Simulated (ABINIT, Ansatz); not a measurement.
# MgTlBr3 (Pm-3m): Raman and infrared activity

Aim: Raman and infrared lines of MgTlBr3 (Pm-3m).

Main program and level: ABINIT 10.8.3; DFT LDA, scalar-relativistic, plane waves, HGH norm-conserving pseudopotentials.

Report form: the programs' logs are mostly left out.

The structure was built from a prototype and need not be the compound's stable phase.

### Step 1. The structure

Symmetry: Pm-3m, No. 221, cubic system. The conventional cell has a = 5.145 Å, b = 5.145 Å, c = 5.145 Å, α = 90.00°, β = 90.00°, γ = 90.00°. Nearest to Tl lie 12 Br at 3.64 Å. Nearest to Mg lie 6 Br at 2.57 Å. Nearest to Br lie 2 Mg at 2.57 Å. Farther neighbours and most contacts between anions are not listed.

As a file:

```cif
data_structure
_symmetry_space_group_name_H-M 'Pm-3m'
_symmetry_Int_Tables_number 221
_cell_length_a 5.1452
_cell_length_b 5.1452
_cell_length_c 5.1452
_cell_angle_alpha 90.000
_cell_angle_beta 90.000
_cell_angle_gamma 90.000
_cell_volume 136.21
loop_
_atom_site_label
_atom_site_type_symbol
_atom_site_symmetry_multiplicity
_atom_site_Wyckoff_symbol
_atom_site_fract_x
_atom_site_fract_y
_atom_site_fract_z
_atom_site_occupancy
Tl1 Tl 1 a 0.00000 0.00000 0.00000 1
Mg1 Mg 1 b 0.50000 0.50000 0.50000 1
Br1 Br 3 c 0.50000 0.50000 0.00000 1
```

### Step 2. Relaxing the cell and atoms

The harmonic expansion needs vanishing forces, and a free crystal bears no stress, so cell and atoms are brought to rest. Stress is more sensitive to the basis than forces are: the last 3 Ha under the cutoff are smoothed with ecutsm, and the cutoff is raised above that of the later runs.

The starting cell comes from a relaxation made beforehand in Ansatz (LDA, PseudoDojo NC).

Input file relax.abi:

```
# relaxation
ionmov 2
optcell 2
dilatmx 1.08
ntime 40
tolmxf 1.0d-05
tolvrs 1.0d-14
prtwf 0
prtden 0
chksymtnons 0

# basis, mesh and filling
ecut 38.0
ecutsm 3.0
ixc 7
ngkpt 4 4 4
nshiftk 1
shiftk 0.0 0.0 0.0
istwfk *1
occopt 1
nband 13
nstep 100
diemac 9.0
prtebands 0
prtgsr 0

# cell and atoms
acell 9.723008222 9.723008222 9.723008222
rprim 
    1.0 0.0 0.0
    0.0 1.0 0.0
    0.0 0.0 1.0
ntypat 3
znucl 81 12 35
natom 5
typat 1 2 3 3 3
xred 
    0.0 0.0 0.0
    0.5 0.5 0.5
    0.5 0.5 0.0
    0.5 0.0 0.5
    0.0 0.5 0.5
pp_dirpath "./pseudo"
pseudos "Tl.hgh, Mg.hgh, Br.hgh"
```

The run is started by

```bash
> OMP_NUM_THREADS=1 mpirun -n 4 abinit relax.abi > relax.log
```

Elapsed: 34 s, on 4 MPI ranks of Intel Xeon 6975P-C (Granite Rapids), shared host.

Relaxation path:

```csv
step,energy less that of the first step (eV),largest force (eV/Å),volume (Å³)
1,0.0000,0.0000,136.21
2,-0.0002,0.0000,136.10
3,-0.0009,0.0000,135.10
```

```csv
"conventional cell, symmetrised",before,after,change
a (Å),5.145,5.131,-0.3 %
b (Å),5.145,5.131,-0.3 %
c (Å),5.145,5.131,-0.3 %
volume (Å³/atom),27.24,27.02,-0.8 %
```

Final coordinates:

```cif
data_structure
_symmetry_space_group_name_H-M 'P 1'
_symmetry_Int_Tables_number 1
_cell_length_a 5.1312
_cell_length_b 5.1312
_cell_length_c 5.1312
_cell_angle_alpha 90.000
_cell_angle_beta 90.000
_cell_angle_gamma 90.000
_cell_volume 135.10
loop_
_atom_site_label
_atom_site_type_symbol
_atom_site_fract_x
_atom_site_fract_y
_atom_site_fract_z
_atom_site_occupancy
Tl1 Tl 0.00000 0.00000 0.00000 1
Mg2 Mg 0.50000 0.50000 0.50000 1
Br3 Br 0.50000 0.50000 0.00000 1
Br4 Br 0.50000 0.00000 0.50000 1
Br5 Br 0.00000 0.50000 0.50000 1
```

This step gave:

```yaml
volume_per_atom: 27.02 Å³
pressure: 0.002891 GPa
```

The volume changes by -0.8 % from the cell with which this run began.

### Step 3. Ground state

First-order wavefunctions inherit every error of the ground state, hence the very tight tolvrs. The mesh is shifted off Γ, since shifted meshes converge sums over the zone faster.

Input file gs.abi:

```
# ground state
tolvrs 1.0d-16
prtden 1
prtwf 1

# basis, mesh and filling
ecut 30.0
ixc 7
ngkpt 4 4 4
nshiftk 1
shiftk 0.5 0.5 0.5
istwfk *1
occopt 1
nband 13
nstep 100
diemac 9.0
prtebands 0
prtgsr 0

# cell and atoms
acell 9.696469433 9.696469433 9.696469433
rprim 
    1.0 0.0 0.0
    0.0 1.0 0.0
    0.0 0.0 1.0
ntypat 3
znucl 81 12 35
natom 5
typat 1 2 3 3 3
xred 
    0.0 0.0 0.0
    0.5 0.5 0.5
    0.5 0.5 0.0
    0.5 0.0 0.5
    0.0 0.5 0.5
pp_dirpath "./pseudo"
pseudos "Tl.hgh, Mg.hgh, Br.hgh"
```

The run is started by

```bash
> OMP_NUM_THREADS=1 mpirun -n 4 abinit gs.abi > gs.log
```

Wall time 3.7 s (4 MPI ranks); 12 s of CPU time.

Read from the output:

| Item | Value |
| --- | --- |
| pressure | -0.2457 GPa |

The cell stands at -0.25 GPa: the relaxation ran with a smoothed and higher cutoff and on another k mesh.

### Step 4. Empty bands

Empty bands on the ground state's density check that the gap assumed so far is there in this cell.

Input file gap.abi:

```
# empty bands on the ground state's density
iscf -2
getden_filepath "gso_DEN"
tolwfr 1.0d-12
nbdbuf 2
prtwf 0

# basis, mesh and filling
ecut 30.0
ixc 7
ngkpt 4 4 4
nshiftk 1
shiftk 0.0 0.0 0.0
istwfk *1
occopt 1
nband 17
nstep 100
diemac 9.0
prtebands 0
prtgsr 0

# cell and atoms
acell 9.696469433 9.696469433 9.696469433
rprim 
    1.0 0.0 0.0
    0.0 1.0 0.0
    0.0 0.0 1.0
ntypat 3
znucl 81 12 35
natom 5
typat 1 2 3 3 3
xred 
    0.0 0.0 0.0
    0.5 0.5 0.5
    0.5 0.5 0.0
    0.5 0.0 0.5
    0.0 0.5 0.5
pp_dirpath "./pseudo"
pseudos "Tl.hgh, Mg.hgh, Br.hgh"
```

The run is started by

```bash
> OMP_NUM_THREADS=1 mpirun -n 4 abinit gap.abi > gap.log
```

Elapsed: 4.5 s, on 4 MPI ranks.

Read from the output:

| Property | Result |
| --- | --- |
| gap on the k-mesh | 2.903 eV |

In this cell the gap on the mesh is 2.9 eV, indirect (smallest direct 3.6 eV), so fixed occupations hold.

### Step 5. Zone-centre response

The derivative of the wavefunctions by k comes first, since the response to a field is built on it; then the field and the displacements that symmetry doesn't supply are solved at q = 0. By the 2n+1 theorem the first-order wavefunctions also give third derivatives: Raman tensors and the non-linear susceptibility.

It reads the wavefunctions written in step 3.

Input file dfpt_gamma.abi:

```
ndtset 3

# common to the responses
getwfk_filepath "gso_WFK"
kptopt 2
nqpt 1
qpt 0.0 0.0 0.0
asr 0
chneut 0

# d/dk
rfelfd1 2
rfdir1 1 1 1
iscf1 -3
tolwfr1 1.0d-20

# displacements, field
rfphon2 1
rfatpol2 1 5
rfdir2 1 1 1
rfelfd2 3
getddk2 1
tolvrs2 1.0d-10
prepanl2 1
prtden2 1

# third order
optdriver3 5
getden_filepath3 "gso_DEN"
get1den3 2
get1wf3 2
getddk3 1
d3e_pert1_elfd3 1
d3e_pert1_phon3 1
d3e_pert1_atpol3 1 5
d3e_pert1_dir3 1 1 1
d3e_pert2_elfd3 1
d3e_pert2_dir3 1 1 1
d3e_pert3_elfd3 1
d3e_pert3_dir3 1 1 1
usepead3 1
tolvrs3 1.0d-10

# basis, mesh and filling
ecut 30.0
ixc 7
ngkpt 4 4 4
nshiftk 1
shiftk 0.5 0.5 0.5
istwfk *1
occopt 1
nband 13
nstep 100
diemac 9.0
prtebands 0
prtgsr 0

# cell and atoms
acell 9.696469433 9.696469433 9.696469433
rprim 
    1.0 0.0 0.0
    0.0 1.0 0.0
    0.0 0.0 1.0
ntypat 3
znucl 81 12 35
natom 5
typat 1 2 3 3 3
xred 
    0.0 0.0 0.0
    0.5 0.5 0.5
    0.5 0.5 0.0
    0.5 0.0 0.5
    0.0 0.5 0.5
pp_dirpath "./pseudo"
pseudos "Tl.hgh, Mg.hgh, Br.hgh"
```

The run is started by

```bash
> OMP_NUM_THREADS=1 mpirun -n 4 abinit dfpt_gamma.abi > dfpt_gamma.log
```

Run time: 2.6 min. Hardware: 4 MPI ranks; 10 min of CPU time.

This step gave:

* miss of the charge sum rule: 0.007938 e
* largest acoustic frequency at the zone centre before the sum rule: 0.64 cm⁻¹
* highest optical zone-centre mode (no LO-TO term): 243.2 cm⁻¹
* lowest optical zone-centre mode: -33.6 cm⁻¹
* mean high-frequency dielectric constant: 4.615
* largest Born charge in size (third of the trace): 2.367 e

Born charge (rows field, columns displacement), before the sum rule (e), principal values of the symmetric part by kind of site:

```csv
atom,atoms with these values,low,middle,high,mean
Tl1,1,2.08,2.08,2.08,2.08
Mg2,1,2.37,2.37,2.37,2.37
Br3,3,-2.00,-1.23,-1.23,-1.49
```

In full for Mg2:

```
2.37 0.00 0.00
0.00 2.37 0.00
0.00 0.00 2.37
```

High-frequency dielectric tensor:

```
4.61 0.00 0.00
0.00 4.61 0.00
0.00 0.00 4.61
```

The acoustic modes at Γ come out as far as 0.6 cm⁻¹ from zero, where they should vanish, a small numerical error; the Born charges miss their sum rule by 0.0079 e, which is good. The lowest optical mode is imaginary, 34i cm⁻¹, an instability at this level and on this k mesh.

### Step 6. Modes with the sum rule

anaddb reads the merged derivatives, imposes the acoustic sum rule and charge neutrality, and adds the LO-TO term along chosen directions.

Input file anaddb.abi:

```
ddb_filepath "gamma_DDB"
output_file "anaddb.abo"
outdata_prefix "anaddb"
asr 1
chneut 1
enunit 2
eivec 1
nph1l 1
qph1l 0.0 0.0 0.0 1.0
dieflag 2
nph2l 3
qph2l 
    1.0 0.0 0.0 0.0
    0.0 0.0 1.0 0.0
    1.0 1.0 1.0 0.0
nlflag 1
ramansr 1
alphon 1
prtmbm 1
```

Input file mrgddb.in:

```
gamma_DDB
merged
3
dfpt_gammao_DS2_DDB
dfpt_gammao_DS3_DDB
gso_DDB
```

The run is started by

```bash
> mrgddb < mrgddb.in > mrgddb.log
> OMP_NUM_THREADS=1 anaddb anaddb.abi > anaddb.log
```

Run time: 1.8 s. Hardware: 1 thread.

Read from the output:

```
lowest optical zone-centre mode      : -33.61 cm⁻¹
highest mode moved by the LO-TO term : 283.3 cm⁻¹
```

No LO-TO term; unit eigenvectors of the mass-weighted matrix, from anaddb's displacements. The modes at Γ (shares of kinetic energy by element, %) (negative means imaginary):

```csv
mode,frequency (cm⁻¹),symmetry,Tl %,Mg %,Br %
1,-33.6,T1u,55,1,44
2,-33.6,T1u,55,1,44
3,-33.6,T1u,55,1,44
4,0.0,acoustic,44,5,51
5,0.0,acoustic,44,5,51
6,0.0,acoustic,44,5,51
7,41.5,T2u,0,0,100
8,41.5,T2u,0,0,100
9,41.5,T2u,0,0,100
10,77.2,T1u,2,31,67
11,77.2,T1u,2,31,67
12,77.2,T1u,2,31,67
13,243.2,T1u,0,62,38
14,243.2,T1u,0,62,38
15,243.2,T1u,0,62,38
```

Displacements in mode 3 (-33.6 cm⁻¹), the largest set to 1:
```
Tl1  1.00  0.00  0.00
Mg2 -0.42  0.00  0.00
Br3 -0.93  0.00  0.00
Br4 -0.93  0.00  0.00
Br5 -0.57  0.00  0.00
```

Displacements in mode 9 (41.5 cm⁻¹), the largest set to 1:
```
Tl1  0.00  0.00  0.00
Mg2  0.00  0.00  0.00
Br3  1.00  0.00  0.00
Br4 -1.00  0.00  0.00
Br5  0.00  0.00  0.00
```

With imaginary modes the relaxed-ion tensors have no meaning and are not tabulated.

The rule moves no optical mode by more than 0.1 cm⁻¹.

### Step 7. Sum rules set otherwise (asr 0)

Without the rule the raw error of the acoustic modes shows.

anaddb.abi, as its differences from that of step 6:

```diff
@@ -3,4 +3,4 @@
 outdata_prefix "anaddb"
-asr 1
-chneut 1
+asr 0
+chneut 0
 enunit 2
```

mrgddb.in is that of step 6.

Run time: 2.1 s. Hardware: 1 thread.

Read from the output:

```yaml
lowest_optical_zone_centre_mode: -33.6 cm⁻¹
```

Zone-centre frequencies as printed; negative means imaginary. Modes:

```csv
mode,frequency (cm⁻¹)
1,-33.6
2,-33.6
3,-33.6
4,0.64
5,0.64
6,0.64
7,41.54
8,41.54
9,41.54
10,77.23
11,77.23
12,77.23
13,243.2
14,243.2
15,243.2
```

### Step 8. A second program

The same cell goes through another code, with its own cutoff. The potentials differ. Its k mesh is centred on Γ.

This step: DFT LDA, scalar-relativistic, plane waves, PseudoDojo norm-conserving pseudopotentials (Ansatz 0.2.0).

Input file input.yaml:

```yaml
crystal:
  lattice:
    - [5.1311506501, 0.0, 0.0]
    - [0.0, 5.1311506501, 0.0]
    - [0.0, 0.0, 5.1311506501]
  atoms:
    - { symbol: Tl, position: [0.0, 0.0, 0.0] }
    - { symbol: Mg, position: [0.5, 0.5, 0.5] }
    - { symbol: Br, position: [0.5, 0.5, 0.0] }
    - { symbol: Br, position: [0.5, 0.0, 0.5] }
    - { symbol: Br, position: [0.0, 0.5, 0.5] }
kpoints:
  mp_grid: { grid: [4, 4, 4] }
hamiltonian:
  xc: lda
  pseudopotentials: { kind: nc, accuracy: standard }
scf:
  occupations: { method: fixed }
output:
  eigenvalues: true
phonons:
  method: dfpt
  dielectric: true
  rigid_motions: translations
  raman: true
```

The run is started by

```bash
> ansatz run input.yaml --threads 4 --pin off --max-ram 8192MiB --backend cpu --events-out ev --progress --plain --runs-dir out
```

Elapsed: 4.9 min, on 4 threads; peak memory 2.3 GiB.

Read from the output:

| Quantity | Value |
| --- | --- |
| gap on the k-mesh | 2.914 eV |
| sum-rule residual before enforcement | 7.80e-5 eV/Å² |
| miss of the charge sum rule | 0.001335 e |
| estimated error of the dielectric tensor | 0.01259 |
| estimated error of the Born charges | 0.01453 e |
| highest optical zone-centre mode (no LO-TO term) | 260.4 cm⁻¹ |
| lowest optical zone-centre mode | -25.56 cm⁻¹ |
| mean high-frequency dielectric constant | 4.611 |
| highest mode moved by the LO-TO term | 298.1 cm⁻¹ |

Transverse modes; imaginary modes left out. Infrared lines, with heights relative to the strongest:

```csv
position (cm⁻¹),label,"IR intensity ((D/Å)²/amu), degenerate modes summed, relative"
44,T2u,0.0
78,T1u,17
260,T1u,100
```

The log warns that the force constants on this k mesh are to be taken as unconverged.

### Step 9. Side by side: ABINIT HGH and Ansatz, PseudoDojo

Numbers from this step:

| Property | Result |
| --- | --- |
| root-mean-square difference | 9.54 cm⁻¹ |
| largest difference | 17.2 cm⁻¹ |

Optical modes, paired by symmetry label. Frequencies side by side, by row:

```csv
q (reciprocal lattice),mode,ABINIT HGH (cm⁻¹),"Ansatz, PseudoDojo (cm⁻¹)"
0 0 0,1,-33.6,-25.6
0 0 0,2,-33.6,-25.6
0 0 0,3,-33.6,-25.6
0 0 0,7,41.5,43.5
0 0 0,8,41.5,43.5
0 0 0,9,41.5,43.5
0 0 0,10,77.2,77.5
0 0 0,11,77.2,77.5
0 0 0,12,77.2,77.5
0 0 0,13,243.2,260.4
0 0 0,14,243.2,260.4
0 0 0,15,243.2,260.4
```

The two runs side by side. Further quantities:

```csv
quantity,ABINIT HGH,"Ansatz, PseudoDojo"
mean ε∞,4.615,4.611
"largest Born charge in size (e; the first before, the second after the charge sum rule)",2.367,2.367
summed Raman activity (Å⁴/amu),0,0
```

At the zone centre the largest difference (acoustic modes at Γ apart) is 7 % of the highest mode.

### Step 10. Outcome

```yaml
space_group_after_relaxation: Pm-3m
volume_per_atom: 27.0 Å³
highest_optical_zone_centre_mode_no_lo_to_term: 243.2 cm⁻¹
lowest_optical_zone_centre_mode: -33.6 cm⁻¹
highest_mode_moved_by_the_lo_to_term: 283.3 cm⁻¹
mean_high_frequency_dielectric_constant: 4.61
largest_born_charge_in_size_third_of_the_trace: 2.37 e
imaginary_optical_modes_at_the_zone_centre_no_q_mesh_in_this_session: yes
largest_difference_from_ansatz_pseudodojo: 17.2 cm⁻¹
```

In words: No mode is Raman active in this structure. At the LDA level the optical modes of MgTlBr3 (Pm-3m) at the zone centre (no LO-TO term) run from 34i to 243 cm⁻¹, so the structure is a saddle point, with 3 modes beyond 10i cm⁻¹ there. Along the directions run, the highest mode that the macroscopic field moves lies at 283 cm⁻¹. ABINIT HGH and Ansatz, PseudoDojo differ by 9.5 cm⁻¹ in the root mean square and by 17.2 cm⁻¹ at most, 7.1 % of the highest mode compared (acoustic modes at Γ left out); the two use different potentials, and the cell was not relaxed for the second set. These are harmonic frequencies at zero temperature: anharmonic shifts and linewidths and thermal expansion are left out. Spin-orbit coupling is left out, which can matter for the heavy elements here. The HGH files keep few electrons and have no core correction, which is cheap but rough for Mg and Tl. Ansatz's log warns that force constants on this k mesh are to be taken as unconverged. The structure is a hypothetical one, built on a prototype.

[Host names and launcher messages were left out of these logs when they were recorded.]

[Logs are printed without paths, hosts, clocks, repeated set-up lines and the standing remarks that a program may print on its own settings, such as how far it seeks lower states.]

[Hosts, paths, dates, database ids (printed as entryN), source tags and the programs' standing remarks are cut or masked in the printed files.]
